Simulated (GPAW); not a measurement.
**SnO (Pmn2_1): G0W0 with GPAW, start to end**

Aim: the G0W0 gap of SnO (Pmn2_1) on LDA, step by step.

Calculated with GPAW 26.7.0; LDA and many-body steps on it, plane waves.

### 1. The structure

The structure is orthorhombic, space group Pmn2_1 (No. 31). Conventional cell: a = 3.355 Å, b = 5.674 Å, c = 4.222 Å, α = 90.00°, β = 90.00°, γ = 90.00°. Nearest to Sn lie 3 O at 2.15 to 2.16 Å. Nearest to O lie 3 Sn at 2.15 to 2.16 Å. Farther neighbours and most contacts between anions are not listed.

Structure file:

```cif
data_structure
_symmetry_space_group_name_H-M 'P 1'
_symmetry_Int_Tables_number 1
_cell_length_a 3.3550
_cell_length_b 5.6741
_cell_length_c 4.2220
_cell_angle_alpha 90.000
_cell_angle_beta 90.000
_cell_angle_gamma 90.000
_cell_volume 80.37
loop_
_atom_site_label
_atom_site_type_symbol
_atom_site_fract_x
_atom_site_fract_y
_atom_site_fract_z
_atom_site_occupancy
Sn1 Sn 0.00000 0.23191 0.51314 1
Sn2 Sn 0.50000 0.76809 0.01314 1
O3 O 0.00000 0.89125 0.73686 1
O4 O 0.50000 0.10875 0.23686 1
```

The cell and positions are those that the Materials Project relaxed with its own functionals (PBE, PBE+U or r2SCAN), kept fixed. This is not the form that SnO usually takes at ambient conditions.

### 2. Ground state

This step: GPAW 26.7.0; DFT, LDA, plane waves, PAW.

The ground-state density comes first.

File run.py:

```python
import json
import numpy as np
from gpaw.mpi import world
from ase import Atoms
from gpaw import GPAW, PW, FermiDirac

atoms = Atoms(['Sn', 'Sn', 'O', 'O'],
    cell=[[3.3550050000, 0.0000000000, 0.0000000000],
      [0.0000000000, 5.6741040000, 0.0000000000],
      [0.0000000000, 0.0000000000, 4.2219700000]],
    scaled_positions=[[0.0000000000, 0.2319090000, 0.5131440000],
      [0.5000000000, 0.7680910000, 0.0131440000],
      [0.0000000000, 0.8912500000, 0.7368570000],
      [0.5000000000, 0.1087500000, 0.2368570000]],
    pbc=(True, True, True))
calc = GPAW(mode=PW(600),
    xc='LDA',
    kpts={'size': (8, 4, 6), 'gamma': True},
    occupations=FermiDirac(0.001),
    nbands=-8,
    convergence={'density': 1e-6, 'bands': -3},
    maxiter=100,
    txt='gs.txt')
atoms.calc = calc
res = {'energy': atoms.get_potential_energy()}
kpts = calc.get_ibz_k_points()
res['kpts'] = kpts
res['eigenvalues'] = [calc.get_eigenvalues(kpt=k) for k in range(len(kpts))]
res['n_electrons'] = calc.get_number_of_electrons()
calc.write('gs.gpw')

if world.rank == 0:
    with open('result.json', 'w') as f:
        json.dump(res, f, default=lambda x: x.tolist())
```

The run is started by

```
$ mpirun -n 4 gpaw python run.py
```

Numbers of over 12 decimals in the logs are rounded to 6 here.

Log:

```text
__  _  _
 | _ |_)|_||  |
 |__||  | ||/\| - 26.7.0

Input parameters:
  mode=PW(ecut=600.0),
  convergence={'density': 1e-06, 'bands': -3},
  kpts=MonkhorstPack(size=(8, 4, 6), gamma=True),
  maxiter=100,
  nbands=-8,
  occupations=Occupations(name='fermi-dirac', width=0.001, fixmagmom=False),
  xc=XC(name='LDA')
  [... matrices ...]
Diagonalizing LCAO Hamiltonian
Converting LCAO to pw mode
    .-------.
   /|       |
  / O       |
 *  |       |
 |  |       |
 |Sn.-------.
 | / O Sn  /
 |/       /
 *-------*

Atoms  # Å, Bohr magnetons
|   | symbol |        x |        y |        z |    initial magnetic moments |
| 0 |     Sn | 0.000000 | 1.315876 | 2.166479 | ( 0.0000,  0.0000,  0.0000) |
| 1 |     Sn | 1.677502 | 4.358228 | 0.055494 | ( 0.0000,  0.0000,  0.0000) |
| 2 |      O | 0.000000 | 5.057045 | 3.110988 | ( 0.0000,  0.0000,  0.0000) |
| 3 |      O | 1.677502 | 0.617059 | 1.000003 | ( 0.0000,  0.0000,  0.0000) |

Unit cell  # Å
| periodic |        x |        y |        z |  lengths |    angles |
|      yes | 3.355005 | 0.000000 | 0.000000 | 3.355005 | 90.000000 |
|      yes | 0.000000 | 5.674104 | 0.000000 | 5.674104 | 90.000000 |
|      yes | 0.000000 | 0.000000 | 4.221970 | 4.221970 | 90.000000 |

Number of symmetries: 2
Symmetry operations  # r_c * U_cc + t_c -> r_c
|   | kind |            matrix            |
| 0 |  E   |  1, 0, 0,  0, 1, 0,  0, 0, 1 |
| 1 |  σ   | -1, 0, 0,  0, 1, 0,  0, 0, 1 |

BZ-sampling:
  Number of BZ points: 192
  Number of IBZ points: 70

  Monkhorst-Pack size: [8, 4, 6]
  Monkhorst-Pack shift: [0.0625, 0.125, 0.083333]

K-points  # in reciprocal-cell coordinates
|     |                                coordinates |     weight |
|   0 | (  0.00000000,   0.00000000,   0.00000000) | 0.00520833 |
|   1 | (  0.00000000,   0.00000000,   0.16666667) | 0.01041667 |
|   2 | (  0.00000000,   0.00000000,   0.33333333) | 0.01041667 |
|   3 | (  0.00000000,   0.00000000,   0.50000000) | 0.00520833 |
|   4 | (  0.00000000,   0.25000000,  -0.33333333) | 0.01041667 |
|   5 | (  0.00000000,   0.25000000,  -0.16666667) | 0.01041667 |
|   6 | (  0.00000000,   0.25000000,   0.00000000) | 0.01041667 |
|   7 | (  0.00000000,   0.25000000,   0.16666667) | 0.01041667 |
|   8 | (  0.00000000,   0.25000000,   0.33333333) | 0.01041667 |
|   9 | (  0.00000000,   0.25000000,   0.50000000) | 0.01041667 |
| ... |                                            |            |
|  69 | (  0.50000000,   0.50000000,   0.50000000) | 0.00520833 |

Plane wave coefficients: 2719
Cutoff: 600.0 eV

Spin-components: 1 (collinear spins)
Bands:           28
Projectors:      22
Spin-degeneracy: 2
Datatype:        complex128

  Storage: CPU
  Wave functions: 85_267_840 bytes (21_316_960 per core)
  Projectors: 73_086_720 bytes (18_271_680 per core)
  [... matrices ...]
Parallelization:
  kpt:    4
  domain: 1
  band:   1

Density:
  Valence electrons: 40.0
  Components: 1
  Grid points: [20 35 24]
  Charge: 0.0  # |e|

Potential:
  Grid points: [20 35 24]

species:
  Sn:
    name:    Tin
    Z:       50.0
    valence: 14
    core:    36
    charge:  0.0  # [|e|]
    compensation charges:
      type: gauss
      rc: 0.38  # [Å]
      lmax: 2
    cutoffs:
      filter: 2.23  # [Å]
      core: 2.35  # [Å]
    projectors
    | kind |    occ | energy [eV] | rcut [Å] |
    |   5s |  2.000 |     -10.799 |    1.201 |
    |   5p |  2.000 |      -3.869 |    1.270 |
    |   4d | 10.000 |     -25.910 |    1.185 |
    |    s |        |      16.413 |    1.201 |
    |    p |        |      23.342 |    1.270 |
    |    d |        |       1.302 |    1.185 |

    Using partial waves for Sn as LCAO basis

  O:
    name:    Oxygen
    Z:       8.0
    valence: 6
    core:    2
    charge:  0.0  # [|e|]
    compensation charges:
      type: gauss
      rc: 0.21  # [Å]
      lmax: 2
    cutoffs:
      filter: 1.17  # [Å]
      core: 0.83  # [Å]
    projectors
    | kind |    occ | energy [eV] | rcut [Å] |
    |   2s |  2.000 |     -23.752 |    0.688 |
    |   2p |  4.000 |      -9.195 |    0.598 |
    |    s |        |       3.459 |    0.688 |
    |    p |        |      18.016 |    0.598 |
    |    d |        |       0.000 |    0.619 |

    Using partial waves for O as LCAO basis

Reference energy: -339786.989759  # eV

eigensolver:
  PPCG
  Converge bands: -3
  niter=2

density mixing:
  MSR1-Mixer
  Pratt-step length: 0.05
  Maximum mixing coefficient: 0.75
  Old densities: 10
  SVD Regularization: 0.005
  Good broyden scale: 1.0
  Trust region scale: 1.0
  Backstep threshold: 4.0
  History deletion threshold: 6.0
  Fourier metric: weight=20.0, sigma=0.015

occupation numbers:
  Fermi-Dirac:
    width: 0.0010  # eV

poisson solver:
  ecut: 4800.0  # eV

xc functional:
  name: None

Initialization done in: 1.492 s

convergence criteria:
- Maximum integral of absolute [dens]ity change: 1e-06 electrons / valence electron
- Maximum [total energy] change in last 3 cyles: 0.0005 eV / valence electron
- Maximum integral of absolute [eigenst]ate change: 4e-08 eV^2 / valence electron
maximum number of iterations: 100

SCF iterations
|iter     |     time |      energy | eigst |  dens |
|iter:   1|  |  -29.484207 | +0.61 |       |
|iter:   2|  |  -28.378670 | -0.85 | -1.00 |
|iter:   3|  |  -26.092076 | -0.61 | -1.07 |
|iter:   4|  |  -26.038827 | -2.20 | -1.55 |
|iter:   5|  |  -26.016548 | -2.86 | -1.78 |
|iter:   6|  |  -26.016292 | -4.02 | -2.58 |
|iter:   7|  |  -26.016315c| -5.15 | -3.15 |
|iter:   8|  |  -26.016311c| -5.98 | -3.86 |
|iter:   9|  |  -26.016311c| -6.56 | -4.41 |
|iter:  10|  |  -26.016311c| -7.26 | -4.60 |
|iter:  11|  |  -26.016311c| -8.21c| -5.26 |
|iter:  12|  |  -26.016311c| -8.69c| -5.78 |
|iter:  13|  |  -26.016311c| -9.23c| -6.61c|

Converged in 13 steps
SCF loop duration: 25.300 s (1.946 s/step)
Energy contributions relative to reference atoms: (reference = -339786.989759)
  [... matrices ...]
Energy contributions:
  Kinetic:          22.943701
  Coulomb:         -24.066528
  Zero:              0.031847
  External:          0.000000
  Xc:              -24.925331
  Entropy:          -0.000000
  Spinorbit:         0.000000
  ----------------------------
  Free energy:     -26.016311
  Extrapolated:    -26.016311

dipole moment: (-20.794105, 0.000008, -13.440661)  # |e|*Ang

Fermi level: 4.482
Eigenvalues  # (at kpt = [0.000, 0.000, 0.000])
| band index |      eig [eV] | occ [0-2] |
|          0 |       -16.887 |     2.000 |
|        ... |               |           |
|         12 |        -3.397 |     2.000 |
|         13 |        -1.611 |     2.000 |
|         14 |        -0.071 |     2.000 |
|         15 |         0.335 |     2.000 |
|         16 |         0.669 |     2.000 |
|         17 |         1.528 |     2.000 |
|         18 |         2.127 |     2.000 |
|         19 |         4.150 |     2.000 |
|         20 |         6.743 |     0.000 |
|         21 |         7.273 |     0.000 |
|         22 |         9.961 |     0.000 |
|         23 |         9.967 |     0.000 |
|         24 |        12.072 |     0.000 |
|         25 |        12.120 |     0.000 |
|         26 |        12.812 |     0.000 |
|         27 |        13.375 |     0.000 |

Gap: 1.366 eV
Transition (v -> c):
  (s=0, k=0, n=19, [0.00, 0.00, 0.00]) -> (s=0, k=52, n=20, [0.38, 0.50, 0.00])
Direct/indirect transitions are different
Direct gap: 2.016 eV
Transition at: (s=0, k=52, n=19, [0.38, 0.50, 0.00])
# Writing to gs.gpw (mode='')
  [... matrices ...]
```

It took 29 s on 4 MPI ranks of Arm Neoverse V1, shared host; peak memory 0.79 GiB.

This step gave:

* total energy: -26.02 eV
* gap: 1.366 eV
* k of the valence top: 0, 0, 0
* k of the conduction bottom: 0.375, 0.5, 0
* least direct gap: 2.016 eV

The gap is indirect, with the least direct gap 0.65 eV higher.

### 3. Empty states on the mesh, 4×2×2 mesh, 74 bands

The sums over transitions need many empty states on a uniform mesh; this step solves for them.

File run.py:

```python
import json
import numpy as np
from gpaw.mpi import world
from gpaw import GPAW

calc = GPAW('gs.gpw').fixed_density(kpts={'size': (4, 2, 2), 'gamma': True},
    nbands=86,
    convergence={'bands': 74},
    txt='nscf.txt')
calc.write('full.gpw', mode='all')
res = {}
kpts = calc.get_ibz_k_points()
res['kpts'] = kpts
res['eigenvalues'] = [calc.get_eigenvalues(kpt=k) for k in range(len(kpts))]
res['n_electrons'] = calc.get_number_of_electrons()

if world.rank == 0:
    with open('result.json', 'w') as f:
        json.dump(res, f, default=lambda x: x.tolist())
```

The run is started by

```
$ mpirun -n 4 gpaw python run.py
```

Log:

```text
Diagonalizing LCAO Hamiltonian
Converting LCAO to pw mode
convergence criteria:
- Maximum integral of absolute [eigenst]ate change: 4e-08 eV^2 / valence electron
maximum number of iterations: 100

SCF iterations
|iter     |     time |      energy | eigst |  dens |
|iter:   1|  |             | +3.74 |       |
|iter:   2|  |             | +2.44 |       |
|iter:   3|  |             | +1.39 |       |
[...]
|iter:  11|  |             | -6.08 |       |
|iter:  12|  |             | -6.95 |       |
|iter:  13|  |             | -7.46c|       |
SCF steps: 13
  __  _  _
 | _ |_)|_||  |
 |__||  | ||/\| - 26.7.0

Input parameters:
  mode=PW(ecut=600.0),
  convergence={'bands': 74},
  gpts=array([20, 35, 24]),
  kpts=MonkhorstPack(size=(4, 2, 2), gamma=True),
  maxiter=100,
  nbands=86,
  occupations=Occupations(name='fermi-dirac', width=0.001, fixmagmom=False),
  parallel={},
  xc=XC(name='LDA')
# Writing to full.gpw (mode='all')
  [... matrices ...]

timing:  # [seconds]
  Total: 0.045  # ━━━━━━━━━━━━━━━━━━━━━━━━━━━━━━━━━━━━━━━━━━━━━━━━━━━━━━━━━━━
```

It took 19 s on 4 MPI ranks; peak memory 0.82 GiB; 75 s of CPU time.

Numbers from this step:

```yaml
gap: 1.853 eV
k_of_the_valence_top: 0, 0, 0
k_of_the_conduction_bottom: 0.5, 0.5, 0
least_direct_gap: 2.593 eV
k_points_computed: 12
lowest_point_of_the_top_converged_band_above_the_valence_top: 36.80 eV
```

On this mesh the gap is 1.853 eV. The earlier step found 1.366 eV, so this mesh misses an edge.

### 4. Screening and self-energy, 4×2×2 mesh, 64 bands, screening to 50 eV

Now the one-shot GW correction: screening in the RPA, then the self-energy of the levels asked for.

This step: G0W0 on LDA, plane waves, PAW.

File run.py:

```python
import json
import numpy as np
from gpaw.mpi import world
from gpaw.response.g0w0 import G0W0

gw = G0W0('full.gpw',
    filename='gw',
    kpts=[0, 10],
    bands=(18, 22),
    ecut=50,
    nbands=64,
    integrate_gamma='WS',
    ppa=True)
gw.calculate()
res = {mode: {k: v for k, v in r.items() if k != 'sigma_eskwn'}
       for mode, r in gw.all_results.items()}

if world.rank == 0:
    with open('result.json', 'w') as f:
        json.dump(res, f, default=lambda x: x.tolist())
```

The run is started by

```
$ mpirun -n 4 gpaw python run.py
```

Log:

```text
Using integrator: PointIntegrator
FrequencyGridDescriptor(from 0.000+0.000j to 0.000+27.211j eV, 2 points)
Nonperiodic BCs:  [False False False]
Using integrator: PointIntegrator
FrequencyGridDescriptor(from 0.000+0.000j to 0.000+27.211j eV, 2 points)
Nonperiodic BCs:  [False False False]
  ___  _ _ _
 |   || | | |
 | | || | | |
 |__ ||_____|
 |___|

BZ k-points: Symmetries present (total): 2

  [... matrices ...]
16 k-points: 4 x 2 x 2 Monkhorst-Pack grid + [1/8,1/4,1/4]
12 k-points in the irreducible part of the Brillouin zone
       k-points in crystal coordinates                weights
   0:     0.00000000    0.00000000    0.00000000          1/16
   1:     0.00000000    0.00000000    0.50000000          1/16
   2:     0.00000000    0.50000000    0.00000000          1/16
   3:     0.00000000    0.50000000    0.50000000          1/16
   4:     0.25000000    0.00000000    0.00000000          2/16
   5:     0.25000000    0.00000000    0.50000000          2/16
   6:     0.25000000    0.50000000    0.00000000          2/16
   7:     0.25000000    0.50000000    0.50000000          2/16
   8:     0.50000000    0.00000000    0.00000000          1/16
   9:     0.50000000    0.00000000    0.50000000          1/16
          ...
  11:     0.50000000    0.50000000    0.50000000          1/16

Distributing spins, k-points and bands (1 x 2 x 4) over 4 processes
Number of blocks: 1

Quasi particle states:
k-points (IBZ indices): [0, 10]
Band range: (18, 22)
  [... matrices ...]
Computational parameters:
Plane wave cut-off: 50 eV
Number of bands: 64
Coulomb cutoff: None
Broadening: 0.1 eV

fxc modes: GW
Kernel: RPA
Using Godby-Needs plasmon-pole approximation:
  Fitting energy: i*E0, E0 = 1.000 Hartree
Summing all q:

Calculating screened Coulomb potential
No Coulomb truncation
FrequencyGridDescriptor(from 0.000+0.000j to 0.000+27.211j eV, 2 points)
Removing empty qpoint cache files...

Calculating chi0 body with:
    Ground state adapter containing:
    Number of spins: 1
    Number of kpoints: 16
    Number of irreducible kpoints: 12
    Number of completely occupied states: 20
    Number of partially occupied states: 20
    Occupied states memory: 5.126953125 M / cpu

    Linear response parametrization:
    q_c: [0.0, 0.0, 0.0]
    Number of frequency points: 2
    Planewave cutoff: 50.0
    Number of bands: 64
    Number of planewaves: 57
    Broadening (eta): 1e-06
    comm.size: 4
    kncomm.size: 4
    blockcomm.size: 1

    Memory estimate of potentially large arrays:
        chi0_wGG: 0.099152 M / cpu
Integrating chi0 body.

Symmetries of q_c:
    Direct symmetries (Uq -> q): 2
    Indirect symmetries (TUq -> q): 2
In total 4 allowed symmetries.

  [... matrices ...]
12 groups of equivalent kpoints. 25.0% reduction.

Integral kind: response function
Integrating chi0 head and wings.

Symmetries of q_c:
    Direct symmetries (Uq -> q): 2
    Indirect symmetries (TUq -> q): 2
In total 4 allowed symmetries.

  [... matrices ...]
12 groups of equivalent kpoints. 25.0% reduction.

Integral kind: response function wings

Calculating chi0 body with:
    Ground state adapter containing:
    Number of spins: 1
    Number of kpoints: 16
    Number of irreducible kpoints: 12
    Number of completely occupied states: 20
    Number of partially occupied states: 20
    Occupied states memory: 5.126953125 M / cpu

    Linear response parametrization:
[... the further q-points ...]

Results:
f:      Occupation numbers
eps:     KS-eigenvalues [eV]
vxc:     KS vxc [eV]
exx:     Exact exchange [eV]
sigma:   Self-energies [eV]
dsigma:  Self-energy derivatives
Z:       Renormalization factors
qp:      QP-energies [eV]

k-point 0 (0): (0.000, 0.000, 0.000)                GW
band       f     eps     vxc     exx   sigma  dsigma       Z      qp
                                                                   GW
  18   1.000   2.127 -19.764 -24.880   5.210  -0.352   0.740   2.197
  19   1.000   4.150 -17.834 -19.945   2.567  -0.286   0.778   4.505
  20   0.000   6.743 -12.418  -7.667  -3.391  -0.236   0.809   7.844
  21   0.000   7.273 -14.997 -10.581  -2.940  -0.248   0.801   8.456

k-point 1 (10): (0.500, 0.500, 0.000)                GW
band       f     eps     vxc     exx   sigma  dsigma       Z      qp
                                                                   GW
  18   1.000   3.251 -15.616 -17.696   2.275  -0.277   0.783   3.404
  19   1.000   3.251 -15.616 -17.696   2.275  -0.277   0.783   3.404
  20   0.000   6.003 -14.361 -10.466  -2.585  -0.244   0.804   7.056
  21   0.000   6.003 -14.361 -10.466  -2.585  -0.244   0.804   7.056
```

Elapsed: 18 s, on 4 MPI ranks; peak memory 1.1 GiB.

Numbers from this step:

* G0W0 gap on the points computed: 2.551 eV
* least direct G0W0 gap on the computed points: 3.339 eV
* Z at the valence top: 0.7777
* Z at the conduction bottom: 0.8038
* starting gap on the mesh: 1.853 eV
* k of the valence top: 0, 0, 0
* k of the conduction bottom: 0.5, 0.5, 0

The gap on the mesh goes from 1.85 eV to 2.55 eV, a correction of +0.70 eV. The start differs from the 1.37 eV found before because the two sample other k points.

Limits: finite bands, cutoff and mesh; no spin-orbit coupling; coarse k mesh. v1 is the top filled band, c1 the lowest empty one. Levels before and after the correction, in eV, zero at the valence-band top of each column:

|  | conduction bottom | valence top |
| --- | --- | --- |
| Kohn-Sham | 1.85 | 0.00 |
| G0W0 | 2.55 | 0.00 |

|  | level | energy (eV) |
| --- | --- | --- |
| Kohn-Sham | Γ v2 | -2.023 |
| Kohn-Sham | Γ v1 | 0.000 |
| Kohn-Sham | Γ c1 | 2.593 |
| Kohn-Sham | Γ c2 | 3.123 |
| Kohn-Sham | (0.5 0.5 0) v2-v1 | -0.899 |
| Kohn-Sham | (0.5 0.5 0) c1-c2 | 1.853 |
| G0W0 | Γ v2 | -2.308 |
| G0W0 | Γ v1 | 0.000 |
| G0W0 | Γ c1 | 3.339 |
| G0W0 | Γ c2 | 3.951 |
| G0W0 | (0.5 0.5 0) v2-v1 | -1.101 |
| G0W0 | (0.5 0.5 0) c1-c2 | 2.551 |

### 5. Where the time went

Times are wall times on 4 MPI ranks of Arm Neoverse V1, shared host, good to a factor of about two.

| step | time | share | memory (GiB) |
| --- | --- | --- | --- |
| ground state | 29 s | 44 % | 0.79 |
| empty states on the mesh | 19 s | 29 % | 0.82 |
| screening and self-energy | 18 s | 27 % | 1.1 |

### 6. What came out

```json
{
  "LDA gap": "1.37 eV, indirect",
  "G0W0 gap on the mesh": "2.55 eV",
  "G0W0 gap over the zone (rigid shift)": "2.06 eV",
  "GW settings": "4×2×2 mesh, 64 bands, screening to 50 eV, Godby-Needs plasmon pole",
  "known limits": "not at the basis limit; no spin-orbit coupling; coarse k mesh"
}
```

In words: G0W0 moves the gap on the mesh from 1.85 eV to 2.55 eV (+0.70 eV), with Z of 0.78 and 0.80 at the edges. The mesh misses the band edges by 0.49 eV in all; a rigid shift gives 2.06 eV for the zone. Only 2 of the mesh's irreducible points were corrected, so a valley elsewhere could overtake. The dearest step here is «ground state». Bands and cutoff are finite, so the gap is not at the basis limit. The miss can reach some tenths of an eV and take either sign; the mesh is an error of its own. These stock PAW sets were not made for GW. In the G0W0 run levels were corrected at 2 k points alone, so a gap called «on the mesh» is the least over those, and an edge elsewhere would be missed. A denser mesh or path gives a starting gap of 1.37 eV: the GW mesh misses a band edge, so its gaps are not the fundamental one. The 4×2×2 mesh is coarse for this cell, which bears on the long-range parts of exchange and screening. Mesh or cutoff lie under what a gap needs, so these runs test behaviour and cost; their gaps are not to be quoted. The many-body steps are scalar-relativistic: spin-orbit coupling is not in them.

[Paths, hosts, dates, memory and timing lines, banners, echoed tables and standing remarks are left out of the program output.]

[Logs are printed without paths, hosts, clocks, repeated set-up lines and the standing remarks that a program may print on its own settings, such as how far it seeks lower states.]

[Runs of the session that timed out or met a known fault of the program may be left out.]

[Hosts, paths, dates, database ids (printed as entryN), source tags and the programs' standing remarks are cut or masked in the printed files.]
